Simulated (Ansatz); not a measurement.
## Σ9 (221) boundary in fcc Au: structure and resistance

Aim: the relaxed structure and the specific resistance of the Σ9 (221) boundary in fcc Au.

Main program and level: Ansatz 0.2.0; Ansatz plane-wave DFT, LDA, PAW files; relaxation of a bicrystal slab with its lowest layers held; PAW set soft_1, in the first sound run; inputs show where later runs differ.

## Step 1: Set-up

The cell holds 28 atoms: 28 Au. Its edges and angles: a = 2.884 Å, b = 8.651 Å, c = 30.032 Å, α = 90.0°, β = 90.0°, γ = 90.0°. It derives from Au. built on the (2 2 1) plane; 2 overlapping atoms removed and the grains opened by 0 Å. Vacuum lies along c.

## Step 2: Relaxing the bicrystal

The boundary is built by mirroring the lower grain in the boundary plane and removing any atoms that overlap. A thin bicrystal slab is relaxed first, with the lowest layers held and the upper grain free to shift and open.

input.yaml

```yaml
crystal:
  lattice:
    - [2.8837582304, 0.0, 0.0]
    - [0.0, 8.6512746911, 0.0]
    - [0.0, 0.0, 30.0318333324]
  atoms:
    - { symbol: Au, position: [0.0, 0.6666666667, 0.1664900023] }
    - { symbol: Au, position: [0.5, 0.9444444445, 0.1891229307] }
    - { symbol: Au, position: [0.0, 0.2222222223, 0.2117558591] }
    - { symbol: Au, position: [0.5, 0.5, 0.2343887875] }
    - { symbol: Au, position: [0.0, 0.7777777778, 0.2570217158] }
    - { symbol: Au, position: [0.5, 0.0555555556, 0.2796546442] }
    - { symbol: Au, position: [0.0, 0.3333333334, 0.3022875726] }
    - { symbol: Au, position: [0.5, 0.6111111111, 0.324920501] }
    - { symbol: Au, position: [0.0, 0.8888888889, 0.3475534294] }
    - { symbol: Au, position: [0.5, 0.1666666667, 0.3701863578] }
    - { symbol: Au, position: [0.0, 0.4444444445, 0.3928192862] }
    - { symbol: Au, position: [0.5, 0.7222222222, 0.4154522146] }
    - { symbol: Au, position: [0.0, 0.0, 0.438085143] }
    - { symbol: Au, position: [0.0, 0.4444444445, 0.4833509998] }
    - { symbol: Au, position: [0.5, 0.1666666667, 0.5059839282] }
    - { symbol: Au, position: [0.0, 0.8888888889, 0.5286168566] }
    - { symbol: Au, position: [0.5, 0.6111111111, 0.5512497849] }
    - { symbol: Au, position: [0.0, 0.3333333334, 0.5738827133] }
    - { symbol: Au, position: [0.5, 0.0555555556, 0.5965156417] }
    - { symbol: Au, position: [0.0, 0.7777777778, 0.6191485701] }
    - { symbol: Au, position: [0.5, 0.5, 0.6417814985] }
    - { symbol: Au, position: [0.0, 0.2222222223, 0.6644144269] }
    - { symbol: Au, position: [0.5, 0.9444444445, 0.6870473553] }
    - { symbol: Au, position: [0.0, 0.6666666667, 0.7096802837] }
    - { symbol: Au, position: [0.5, 0.3888888889, 0.7323132121] }
    - { symbol: Au, position: [1.0, 0.1111111112, 0.7549461405] }
    - { symbol: Au, position: [0.5, 0.8333333334, 0.7775790689] }
    - { symbol: Au, position: [0.0, 0.5555555556, 0.8002119973] }
kpoints:
  mp_grid: { grid: [8, 3, 1] }
hamiltonian:
  xc: lda
  pseudopotentials: { kind: paw, azcp: { folder: soft_1 }, xc_functional: pbe }
scf:
  occupations: { method: fermi_dirac, width: 0.1 }
relax:
  f_tol: 0.03
  max_steps: 80
  constraints: [{ sites: [0, 1, 2, 3, 4] }]
```

Run with:

```sh
ansatz run input.yaml --threads 4 --pin off --max-ram 15360MiB --backend cpu --events-out ev --progress --plain --runs-dir out
```

Numbers of over 12 decimals in the logs are rounded to 6 here.

Output:

```text
Engine: ansatz 0.2.0, aarch64-unknown-linux-gnu
Pseudopotentials: kind: paw
Pseudopotential: Au, paw, valence charge 19, recommended cutoff 420 eV (normal), soft_1/Au.paw.azcp
Functional definition: SPW92
  exchange = slater_x
  correlation = pw_c
Crystal: 28 atoms, lattice volume = 749.240 Å³
Basis set: ecut = 420 eV, 14629 PW (Γ)
Bands: 320, of which v1, the nominal top of the filled ones, is band 266 counted from 1 (265 counted from 0)
Symmetry: 2 space group operations
Space group: Pm (ITA 6), of the structure as read, at distance tolerance 9.1e-5 Å
k-points: 10 of 24 (time reversal used)
Non-local potential: Au, projectors of the file, l = 0: 3, l = 1: 2, l = 2: 2, l = 3: 1
PAW form: soft (Blöchl's): semilocal exchange-correlation on the pseudo side does not see the compensation charge
PAW frozen core: Au, regenerated for the run's functional, and the local potential with it (the file was generated under x = pbe(κ = 0.804, μ = 0.219515), c = pbe(β = 0.066725))
PAW one-centre angular grid: Au, 590 points (default); XC on 64 Gauss nodes
Initial density: superposition of atomic densities (neutral atoms: chi_scale 0, normalization atom)
Initial wavefunctions: pseudopotential atomic-orbital guess
Functional: x = slater, c = lda
SCF iter   1: F=—  HF=-360262.923875 eV  |F-HF|=—  |Δ(HF+E_count)|=         —  Δρ=6.16e-2  dr2=3.47e1  ethr=3.10e-3  ⟨swp⟩=6.0  Hψ=11969  notcnv=0  defer=174
preconditioner: auto → LDOS  [metal: Δε(μ)=0.022 eV  Ē_g=9.047 eV  σ=0.100 eV  W_gap=0.05  n_scr=208 (ndim 8)  ℏωp=23.8 eV  f_vac=0.319  D(μ)=10.91/eV (n_scr^D=54)  β→1.0]
SCF iter   2: F=—  HF=-360262.987839 eV  |F-HF|=—  |Δ(HF+E_count)|=   6.40e-2  Δρ=6.45e-2  dr2=3.02e1  ethr=3.10e-3  ⟨swp⟩=3.2  Hψ=7814  notcnv=0  defer=353
SCF iter   3: F=—  HF=-360253.095351 eV  |F-HF|=—  |Δ(HF+E_count)|=    9.89e0  Δρ=3.88e-3  dr2=1.53e-1  ethr=3.10e-3  ⟨swp⟩=2.0  Hψ=5995  notcnv=0  defer=355
SCF iter   4: F=—  HF=-360253.035057 eV  |F-HF|=—  |Δ(HF+E_count)|=   6.03e-2  Δρ=1.41e-3  dr2=4.47e-2  ethr=2.87e-5  ⟨swp⟩=3.2  Hψ=6522  notcnv=0  defer=355
SCF iter   5: F=—  HF=-360253.026017 eV  |F-HF|=—  |Δ(HF+E_count)|=   9.04e-3  Δρ=5.44e-4  dr2=1.27e-3  ethr=8.41e-6  ⟨swp⟩=2.2  Hψ=4408  notcnv=0  defer=355
SCF iter   6: F=—  HF=-360253.026109 eV  |F-HF|=—  |Δ(HF+E_count)|=   9.17e-5  Δρ=1.18e-4  dr2=1.41e-4  ethr=2.39e-7  ⟨swp⟩=3.0  Hψ=5834  notcnv=0  defer=355
SCF iter   7: F=-360253.026085 eV  HF=-360253.026094 eV  |F-HF|=9.34e-6  |Δ(HF+E_count)|=   1.42e-5  Δρ=3.47e-5  dr2=1.21e-5  ethr=4.23e-9  ⟨swp⟩=3.0  Hψ=12262  notcnv=0
SCF 1 converged in 7 iterations: F = -360253.026085 eV  dr2 = 1.21e-5
  greatest PAW one-centre occupation: 1.001 electrons in one spin orbital (limit 2), on the Au atom at site 12 (counted from 0), in its partial waves of l = 0
relax step   1: F+E_penalty+E_count = -360253.02608510 eV  Δ(F+E_penalty+E_count) = +0.000e0 eV  max|allowed force component| = 7.811e-1 eV/Å  Δτ_max = 0.0000 Å  (7 SCF iters, dr2 threshold 2.25e-5 eV, accepted)
Initial density: handed on by an earlier stage of this run
Initial wavefunctions: those handed on with the density
iter 1 solved again at ethr=5.04e-5 eV; its pass at ethr=3.10e-3 eV (dr2=2.68e-1 eV) is discarded
SCF iter   1: F=—  HF=-360253.365792 eV  |F-HF|=—  |Δ(HF+E_count)|=         —  Δρ=5.09e-3  dr2=2.26e-1  ethr=5.04e-5  ⟨swp⟩=2.0  Hψ=12113  notcnv=0  defer=352
preconditioner: auto → LDOS  [metal: Δε(μ)=0.005 eV  Ē_g=9.591 eV  σ=0.100 eV  W_gap=0.01  n_scr=208 (ndim 8)  ℏωp=23.8 eV  f_vac=0.318  D(μ)=10.71/eV (n_scr^D=54)  β→1.0]
SCF iter   2: F=—  HF=-360253.358902 eV  |F-HF|=—  |Δ(HF+E_count)|=   6.89e-3  Δρ=3.58e-3  dr2=1.83e-1  ethr=4.24e-5  ⟨swp⟩=2.5  Hψ=5498  notcnv=0  defer=352
SCF iter   3: F=—  HF=-360253.311553 eV  |F-HF|=—  |Δ(HF+E_count)|=   4.73e-2  Δρ=6.40e-4  dr2=5.66e-3  ethr=3.45e-5  ⟨swp⟩=2.0  Hψ=5428  notcnv=0  defer=352
SCF iter   4: F=—  HF=-360253.310332 eV  |F-HF|=—  |Δ(HF+E_count)|=   1.22e-3  Δρ=1.73e-4  dr2=4.92e-4  ethr=1.06e-6  ⟨swp⟩=3.0  Hψ=5640  notcnv=0  defer=354
SCF iter   5: F=—  HF=-360253.310222 eV  |F-HF|=—  |Δ(HF+E_count)|=   1.10e-4  Δρ=3.79e-5  dr2=1.57e-5  ethr=9.25e-8  ⟨swp⟩=2.1  Hψ=5098  notcnv=0  defer=354
SCF iter   6: F=-360253.310219 eV  HF=-360253.310220 eV  |F-HF|=8.96e-7  |Δ(HF+E_count)|=   2.22e-6  Δρ=1.30e-5  dr2=2.21e-6  ethr=2.96e-9  ⟨swp⟩=4.0  Hψ=9760  notcnv=0
SCF 2 converged in 6 iterations: F = -360253.310219 eV  dr2 = 2.21e-6
relax step   2: F+E_penalty+E_count = -360253.31021888 eV  Δ(F+E_penalty+E_count) = -2.841e-1 eV  max|allowed force component| = 3.290e-1 eV/Å  Δτ_max = 0.1949 Å  (6 SCF iters, dr2 threshold 3.81e-5 eV, accepted)
SCF iter   1: F=—  HF=-360253.636636 eV  |F-HF|=—  |Δ(HF+E_count)|=         —  Δρ=7.36e-3  dr2=4.09e-1  ethr=8.66e-4  ⟨swp⟩=5.7  Hψ=9244  notcnv=0  defer=356
preconditioner: auto → LDOS  [metal: Δε(μ)=0.008 eV  Ē_g=9.627 eV  σ=0.100 eV  W_gap=0.02  n_scr=208 (ndim 8)  ℏωp=23.8 eV  f_vac=0.322  D(μ)=10.51/eV (n_scr^D=54)  β→1.0]
SCF iter   2: F=—  HF=-360253.587668 eV  |F-HF|=—  |Δ(HF+E_count)|=   4.90e-2  Δρ=4.70e-3  dr2=3.59e-1  ethr=7.68e-5  ⟨swp⟩=2.7  Hψ=6606  notcnv=0  defer=355
SCF iter   3: F=—  HF=-360253.504689 eV  |F-HF|=—  |Δ(HF+E_count)|=   8.30e-2  Δρ=9.23e-4  dr2=1.11e-2  ethr=6.75e-5  ⟨swp⟩=2.1  Hψ=4654  notcnv=0  defer=355
SCF iter   4: F=—  HF=-360253.502194 eV  |F-HF|=—  |Δ(HF+E_count)|=   2.49e-3  Δρ=2.89e-4  dr2=1.48e-3  ethr=2.09e-6  ⟨swp⟩=3.0  Hψ=6214  notcnv=0  defer=355
SCF iter   5: F=—  HF=-360253.501887 eV  |F-HF|=—  |Δ(HF+E_count)|=   3.07e-4  Δρ=9.41e-5  dr2=1.04e-4  ethr=2.79e-7  ⟨swp⟩=2.3  Hψ=4740  notcnv=0  defer=354
SCF iter   6: F=—  HF=-360253.501865 eV  |F-HF|=—  |Δ(HF+E_count)|=   2.23e-5  Δρ=1.97e-5  dr2=7.33e-6  ethr=1.95e-8  ⟨swp⟩=2.5  Hψ=5356  notcnv=0  defer=354
SCF iter   7: F=-360253.501863 eV  HF=-360253.501864 eV  |F-HF|=1.20e-7  |Δ(HF+E_count)|=   9.56e-7  Δρ=6.15e-6  dr2=3.32e-7  ethr=1.27e-9  ⟨swp⟩=4.7  Hψ=10082  notcnv=0
SCF 3 converged in 7 iterations: F = -360253.501863 eV  dr2 = 3.32e-7
  greatest PAW one-centre occupation: 1.001 electrons in one spin orbital (limit 2), on the Au atom at site 3 (counted from 0), in its partial waves of l = 0
relax step   3: F+E_penalty+E_count = -360253.50186345 eV  Δ(F+E_penalty+E_count) = -1.916e-1 eV  max|allowed force component| = 1.473e-1 eV/Å  Δτ_max = 0.1945 Å  (7 SCF iters, dr2 threshold 6.76e-6 eV, accepted)
[... from here on, the SCF cycles and remarks between the steps are left out ...]
relax step   4: F+E_penalty+E_count = -360253.66945370 eV  Δ(F+E_penalty+E_count) = -1.676e-1 eV  max|allowed force component| = 8.634e-2 eV/Å  Δτ_max = 0.2000 Å  (7 SCF iters, dr2 threshold 3.85e-6 eV, accepted)
relax step   5: F+E_penalty+E_count = -360253.73707854 eV  Δ(F+E_penalty+E_count) = -6.762e-2 eV  max|allowed force component| = 5.458e-2 eV/Å  Δτ_max = 0.2000 Å  (7 SCF iters, dr2 threshold 1.49e-6 eV, accepted)
relax step   6: F+E_penalty+E_count = -360253.74504033 eV  Δ(F+E_penalty+E_count) = -7.962e-3 eV  max|allowed force component| = 4.022e-2 eV/Å  Δτ_max = 0.0780 Å  (7 SCF iters, dr2 threshold 1.02e-6 eV, accepted)
relax step   7: F+E_penalty+E_count = -360253.74977818 eV  Δ(F+E_penalty+E_count) = -4.738e-3 eV  max|allowed force component| = 1.972e-2 eV/Å  Δτ_max = 0.0847 Å  (8 SCF iters, accepted)
relax step   8: F+E_penalty+E_count = -360253.75518999 eV  Δ(F+E_penalty+E_count) = -5.412e-3 eV  max|allowed force component| = 2.052e-2 eV/Å  Δτ_max = 0.1617 Å  (8 SCF iters, accepted)
relax step   9: F+E_penalty+E_count = -360253.75597626 eV  Δ(F+E_penalty+E_count) = -7.863e-4 eV  max|allowed force component| = 4.283e-2 eV/Å  Δτ_max = 0.0990 Å  (8 SCF iters, accepted)
relax step  10: F+E_penalty+E_count = -360253.75676249 eV  Δ(F+E_penalty+E_count) = -7.862e-4 eV  max|allowed force component| = 1.074e-2 eV/Å  Δτ_max = 0.0189 Å  (5 SCF iters, dr2 threshold 1.83e-6 eV, accepted)
iter 1 solved again at ethr=3.19e-10 eV; its pass at ethr=3.10e-3 eV (dr2=1.70e-6 eV) is discarded
SCF iter   1: F=—  HF=-360253.756764 eV  |F-HF|=—  |Δ(HF+E_count)|=         —  Δρ=8.69e-6  dr2=1.70e-6  ethr=3.19e-10  ⟨swp⟩=1.4  Hψ=7457  notcnv=0  defer=358
SCF iter   2: F=—  HF=-360253.756764 eV  |F-HF|=—  |Δ(HF+E_count)|=   9.88e-8  Δρ=9.20e-6  dr2=1.01e-6  ethr=3.19e-10  ⟨swp⟩=2.0  Hψ=5310  notcnv=0  defer=358
SCF iter   3: F=-360253.756764 eV  HF=-360253.756764 eV  |F-HF|=3.80e-8  |Δ(HF+E_count)|=   2.92e-7  Δρ=1.35e-6  dr2=4.32e-8  ethr=1.88e-11  ⟨swp⟩=3.0  Hψ=12732  notcnv=0
SCF 11 converged in 3 iterations: F = -360253.756764 eV  dr2 = 4.32e-8
relax step  11: F+E_penalty+E_count = -360253.75676380 eV  Δ(F+E_penalty+E_count) = -1.315e-6 eV  max|allowed force component| = 1.073e-2 eV/Å  Δτ_max = 0.0000 Å  (3 SCF iters, accepted)
SCF converged after 3 iterations
Free energy (F): -360253.756764 eV
Harris-Foulkes:  -360253.756764 eV  (|F-HF|=3.80e-8)
Internal energy: -360253.427383 eV  (E = F + TS)
E sigma→0 (E₀):  -360253.592073 eV
Entropy (-TS):   -0.329381 eV (-11.764 meV/atom)
Fermi energy:    10.828886 eV
--- Per-component energies (eV) ---
  E_band       = -10950.450417
  E_kinetic    = 16188.952815
  E_local      = -704813.552963  (includes V_loc(G=0)·N_el)
  E_nonlocal   = 2950.811774
  E_hartree    = 346644.334967
  E_xc         = -5990.485462
  E_vxc        = -7308.966169  (∫ρ·V_xc dr)
  E_paw        = -264541.795450  (= ΣΔE_a)
  E_vpaw       = -11256.435679  (= ΣTr[D̂ρ^β])
  E_aug_tail   = 0.042893  (compensation charges beyond the density's cutoff)
  E_ewald      = 249293.627158
  E_core_change = 14.636886  (= ΣΔE_core)
  E_smearing   = -0.329381  (= −TS)
  E_closure    = -0.000000  (closes the sum)
  Σ components = -360253.756764   (vs F -360253.756764, Δ=0.00e0)
--- Forces (eV/Å), atoms counted from 1 ---
  atom   1  Au     0.00000000     0.38759753     0.78596768
  atom   2  Au     0.00000000     0.06975832     0.00140990
  atom   3  Au    -0.00000000    -0.23186145    -0.05374241
  atom   4  Au    -0.00000000    -0.20999905    -0.66541948
  atom   5  Au    -0.00000000    -0.01730546    -0.06484417
  atom   6  Au     0.00000000     0.00509171    -0.00806871
  atom   7  Au     0.00000000     0.00391123     0.00248260
  atom   8  Au     0.00000000    -0.00513589    -0.00065232
  atom   9  Au     0.00000000    -0.00070256     0.01072605
  atom  10  Au     0.00000000     0.00315023     0.00312755
  atom  11  Au    -0.00000000     0.00008501    -0.00890670
  atom  12  Au     0.00000000    -0.00236781     0.00403609
  atom  13  Au    -0.00000000    -0.00119267    -0.00284645
  atom  14  Au    -0.00000000     0.00626145    -0.00279407
  atom  15  Au     0.00000000    -0.00438483    -0.00507669
  atom  16  Au    -0.00000000    -0.00202082    -0.00386397
  atom  17  Au     0.00000000    -0.00092388    -0.00481642
  atom  18  Au     0.00000000     0.00345053    -0.00201592
  atom  19  Au    -0.00000000    -0.00352760     0.00401017
  atom  20  Au    -0.00000000     0.00481117    -0.00268651
  atom  21  Au     0.00000000    -0.00128447    -0.00198205
  atom  22  Au    -0.00000000    -0.00828145     0.00343220
  atom  23  Au     0.00000000     0.00012394     0.00799906
  atom  24  Au     0.00000000     0.00531775     0.01002219
  atom  25  Au    -0.00000000     0.00406741     0.00372247
  atom  26  Au    -0.00000000    -0.00706578     0.00022623
  atom  27  Au     0.00000000    -0.00220511    -0.00721321
  atom  28  Au     0.00000000     0.00462425    -0.00273721
  max |Σ_I F_I| component: 5.04e-4 eV/Å
--- Relaxed structure (11 steps of the walk, 11 accepted, 0 SCFs on fresh bases) ---
  F+E_penalty+E_count = -360253.75676380 eV   max|allowed force component| = 1.073e-2 eV/Å
  atoms:
    - { symbol: Au, position: [0.0, 0.666667, 0.1664900023] }
    - { symbol: Au, position: [0.5, 0.944444, 0.189123] }
    - { symbol: Au, position: [0.0, 0.222222, 0.211756] }
    - { symbol: Au, position: [0.5, 0.500000, 0.2343887875] }
    - { symbol: Au, position: [0.0, 0.777778, 0.257022] }
    - { symbol: Au, position: [0.5, 0.052617, 0.279458] }
    - { symbol: Au, position: [-2.65617188590739e-19, 0.332536, 0.300080] }
    - { symbol: Au, position: [0.5, 0.614433, 0.323371] }
    - { symbol: Au, position: [-1.3722125090334018e-18, 0.884769, 0.346474] }
    - { symbol: Au, position: [0.5, 0.168193, 0.368186] }
    - { symbol: Au, position: [-1.7888832062537007e-18, 0.439074, 0.386598] }
    - { symbol: Au, position: [0.5, 0.712354, 0.417851] }
    - { symbol: Au, position: [-1.055790224775446e-18, -0.0031699, 0.431637] }
    - { symbol: Au, position: [1.7039167145955664e-17, 0.495603, 0.472887] }
    - { symbol: Au, position: [0.5, 0.212397, 0.486990] }
    - { symbol: Au, position: [1.7589352425449473e-17, 0.941699, 0.518274] }
    - { symbol: Au, position: [0.5, 0.668625, 0.535421] }
    - { symbol: Au, position: [1.6853781106332568e-17, 0.383935, 0.558058] }
    - { symbol: Au, position: [0.5, 0.116234, 0.582340] }
    - { symbol: Au, position: [1.74933602111172e-17, 0.830300, 0.603423] }
    - { symbol: Au, position: [0.5, 0.548461, 0.624975] }
    - { symbol: Au, position: [1.9626874870056132e-17, 0.281150, 0.649779] }
    - { symbol: Au, position: [0.5, 0.999651, 0.669165] }
    - { symbol: Au, position: [1.702499092031658e-17, 0.717782, 0.688620] }
    - { symbol: Au, position: [0.5, 0.431693, 0.721058] }
    - { symbol: Au, position: [1.0, 0.161454, 0.738500] }
    - { symbol: Au, position: [0.5, 0.899311, 0.759369] }
    - { symbol: Au, position: [2.5785845917525923e-17, 0.632975, 0.775152] }
```

Run time: 15 min. Hardware: 4 threads of Arm Neoverse V1, shared host; peak memory 4.6 GiB.

Relaxation path:

```tsv
step	energy less that of the first step (eV)	largest force component (eV/Å)
1	0.0000	0.7811
2	-0.2841	0.3290
3	-0.4758	0.1473
4	-0.6434	0.0863
5	-0.7110	0.0546
6	-0.7190	0.0402
7	-0.7237	0.0197
8	-0.7291	0.0205
9	-0.7299	0.0428
10	-0.7307	0.0107
11	-0.7307	0.0107
```

Forces are held to the 2 operations that the run works with; a distortion that breaks them can't arise in this run.

The atoms that moved most (Å):

```tsv
atom	dx	dy	dz	length
Au28	0.000	0.670	-0.753	1.007
Au27	0.000	0.571	-0.547	0.790
Au24	0.000	0.442	-0.632	0.772
Au23	0.000	0.478	-0.537	0.719
Au15	0.000	0.396	-0.570	0.694
Au17	0.000	0.498	-0.475	0.688
Au19	0.000	0.525	-0.426	0.676
Au22	0.000	0.510	-0.440	0.673
```

Numbers from this step:

```
free energy             : -360253.7568 eV
energy at zero smearing : -360253.5921 eV
Fermi energy            : 10.83 eV
```

The largest force component on a free atom ends at 0.011 eV/Å, under the tolerance of 0.03, after 11 steps.

(Continued in part 2 of 3.)

[Logs are printed without paths, hosts, clocks, repeated set-up lines and the standing remarks that a program may print on its own settings, such as how far it seeks lower states.]

[Hosts, paths, dates, database ids (printed as entryN), source tags and the programs' standing remarks are cut or masked in the printed files.]
